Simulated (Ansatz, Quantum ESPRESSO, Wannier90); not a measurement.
# Ballistic channels from Wannier functions: straight Ir chain, spacing 2.30 Å, part 2 of 6

How many channels does the wire offer, and does a small Wannier basis get them right? The wire: straight Ir chain, spacing 2.30 Å.

Quantum ESPRESSO 7.5 and Wannier90 3.1.0; plane-wave DFT, PBE, GBRV ultrasoft pseudopotentials; cross-check by Ansatz 0.2.0 with PAW datasets.

So far. Step 2 (Self-consistent run): The run needed 12 iterations to bring the estimated error under 1e-07 Ry.

## Step 6: Wannier functions and transport, with dis_win_max − E_F = 9.0

Level of this step: maximally localised Wannier functions and ballistic conductance; plane-wave DFT, PBE, GBRV ultrasoft pseudopotentials (Wannier90).

Input file wan_try.win:

```
num_wann = 9
num_bands = 36
num_iter = 200
num_print_cycles = 20
conv_tol = 1e-8
conv_window = 5
guiding_centres = true
dis_num_iter = 1500
dis_conv_tol = 1e-8
dis_win_min = -13.9515
dis_win_max = 6.0485
dis_froz_max = -1.4515
search_shells = 120
fermi_energy = -2.9515

transport = true
transport_mode = bulk
one_dim_axis = z
dist_cutoff = 18.3
dist_cutoff_mode = one_dim
tran_win_min = -4.0
tran_win_max = 2.0
tran_energy_step = 0.02

bands_plot = true
bands_num_points = 96
begin kpoint_path
G 0.0 0.0 0.0 Z 0.0 0.0 0.5
end kpoint_path

begin projections
Ir:s;p;d
end projections

begin unit_cell_cart
ang
  8.0000000000 0.0000000000 0.0000000000
  0.0000000000 8.0000000000 0.0000000000
  0.0000000000 0.0000000000 2.3000000000
end unit_cell_cart

begin atoms_frac
  Ir 0.0000000000 0.0000000000 0.0000000000
end atoms_frac

mp_grid = 1 1 16
begin kpoints
  0.0 0.0 0.0000000000
  0.0 0.0 0.0625000000
  0.0 0.0 0.1250000000
  0.0 0.0 0.1875000000
  0.0 0.0 0.2500000000
  0.0 0.0 0.3125000000
  0.0 0.0 0.3750000000
  0.0 0.0 0.4375000000
  0.0 0.0 0.5000000000
  0.0 0.0 0.5625000000
  0.0 0.0 0.6250000000
  0.0 0.0 0.6875000000
  0.0 0.0 0.7500000000
  0.0 0.0 0.8125000000
  0.0 0.0 0.8750000000
  0.0 0.0 0.9375000000
end kpoints
```

Started as:

```
$ OMP_NUM_THREADS=1 wannier90.x wan_try > wan_try.run.log
```

The log of the run:

```text
+---------------------------------------------------+
             |                                                   |
             |                   WANNIER90                       |
             |                                                   |
             +---------------------------------------------------+
             |                                                   |
             |        Welcome to the Maximally-Localized         |
             |        Generalized Wannier Functions code         |
[...]
|  Wannier90 Developer Group:                       |
             |    Giovanni Pizzi    (EPFL)                       |
             |    Valerio Vitale    (Cambridge)                  |
             |    David Vanderbilt  (Rutgers University)         |
             |    Nicola Marzari    (EPFL)                       |
             |    Ivo Souza         (Universidad del Pais Vasco) |
             |    Arash A. Mostofi  (Imperial College London)    |
             |    Jonathan R. Yates (University of Oxford)       |
[...]
|  For the full list of Wannier90 3.x authors,      |
             |  please check the code documentation and the      |
             |  README on the GitHub page of the code            |
[...]
|  Please cite                                      |
[...]
|  [ref] "Wannier90 as a community code:            |
             |        new features and applications",            |
             |        G. Pizzi et al., J. Phys. Cond. Matt. 32,  |
             |        165902 (2020).                             |
[...]
|  in any publications arising from the use of      |
             |  this code. For the method please cite            |
[...]
|  [ref] "Maximally Localized Generalised Wannier   |
             |         Functions for Composite Energy Bands"     |
             |         N. Marzari and D. Vanderbilt              |
             |         Phys. Rev. B 56 12847 (1997)              |
[...]
|  [ref] "Maximally Localized Wannier Functions     |
             |         for Entangled Energy Bands"               |
             |         I. Souza, N. Marzari and D. Vanderbilt    |
             |         Phys. Rev. B 65 035109 (2001)             |
[...]
| Copyright (c) 1996-2020                           |
             |        The Wannier90 Developer Group and          |
             |        individual contributors                    |
[...]
|      Release: 3.1.0        5th March    2020      |
[...]
| This program is free software; you can            |
[...]
|                        Shell   # Nearest-Neighbours                        |
 |                        -----   --------------------                        |
 |                          1               2                                 |
 |                          5               4                                 |
[...]
| Completeness relation is fully satisfied [Eq. (B1), PRB 56, 12847 (1997)]  |
[...]
|                  b_k Vectors (Ang^-1) and Weights (Ang^2)                  |
 |                  ----------------------------------------                  |
 |            No.         b_k(x)      b_k(y)      b_k(z)        w_b           |
 |            ---        --------------------------------     --------        |
 |             1         0.000000    0.000000    0.170739    17.151650        |
 |             2         0.000000    0.000000   -0.170739    17.151650        |
 |             3         0.785398    0.000000    0.000000     0.810569        |
 |             4         0.000000    0.785398    0.000000     0.810569        |
 |             5         0.000000   -0.785398    0.000000     0.810569        |
 |             6        -0.785398    0.000000    0.000000     0.810569        |
[...]
|                           b_k Directions (Ang^-1)                          |
 |                           -----------------------                          |
 |            No.           x           y           z                         |
 |            ---        --------------------------------                     |
 |             1         0.000000    0.000000    0.170739                     |
 |             2         0.785398    0.000000    0.000000                     |
 |             3         0.000000    0.785398    0.000000                     |
[...]
Time to get kmesh              0.014 (sec)
 *============================================================================*
 |                              MEMORY ESTIMATE                               |
 |         Maximum RAM allocated during each phase of the calculation         |
 *============================================================================*
 |                        Disentanglement            2.78 Mb                  |
 |                            Wannierise:            0.45 Mb                  |
 |                          plot_wannier:            0.45 Mb                  |
 *----------------------------------------------------------------------------*

 Starting a new Wannier90 calculation ...

 Reading overlaps from wan_try.mmn

 Reading projections from wan_try.amn

 Time to read overlaps          0.070 (sec)

 *------------------------------- DISENTANGLE --------------------------------*
 +----------------------------------------------------------------------------+
 |                              Energy  Windows                               |
 |                              ---------------                               |
 |                   Outer:  -13.95150  to    6.04850  (eV)                   |
 |                   Inner:  -13.95150  to   -1.45150  (eV)                   |
 +----------------------------------------------------------------------------+
 Error at k-point    7 ndimwin  8 num_wann  9
 Exiting.......
 dis_windows: Energy window contains fewer states than number of target WFs
[the rest left out]
[key lines of the parts left out:]
|  Fermi energy (eV)                         :            -2.951             |
```

It took 0.52 s on 1 MPI rank of Arm Neoverse V2, shared host; peak memory 0.09 GiB.

The program refused the input before any cycle.

The fault put into the input: an outer window with fewer states than Wannier functions at some k (dis_win_max − E_F = 9.0).

The outer window must hold at least num_wann states at every k: widen it, with enough bands computed to fill it.

(Continued in part 3 of 6.)

[Logs are printed without paths, hosts, clocks, repeated set-up lines and the standing remarks that a program may print on its own settings, such as how far it seeks lower states.]

[Hosts, paths, dates, database ids (printed as entryN), source tags and the programs' standing remarks are cut or masked in the printed files.]

[Maps of the electrostatic potential energy from Ansatz leave out the sawtooth potential of an applied field or a dipole correction, so their vacuum need not be flat; planar profiles and work functions include it.]
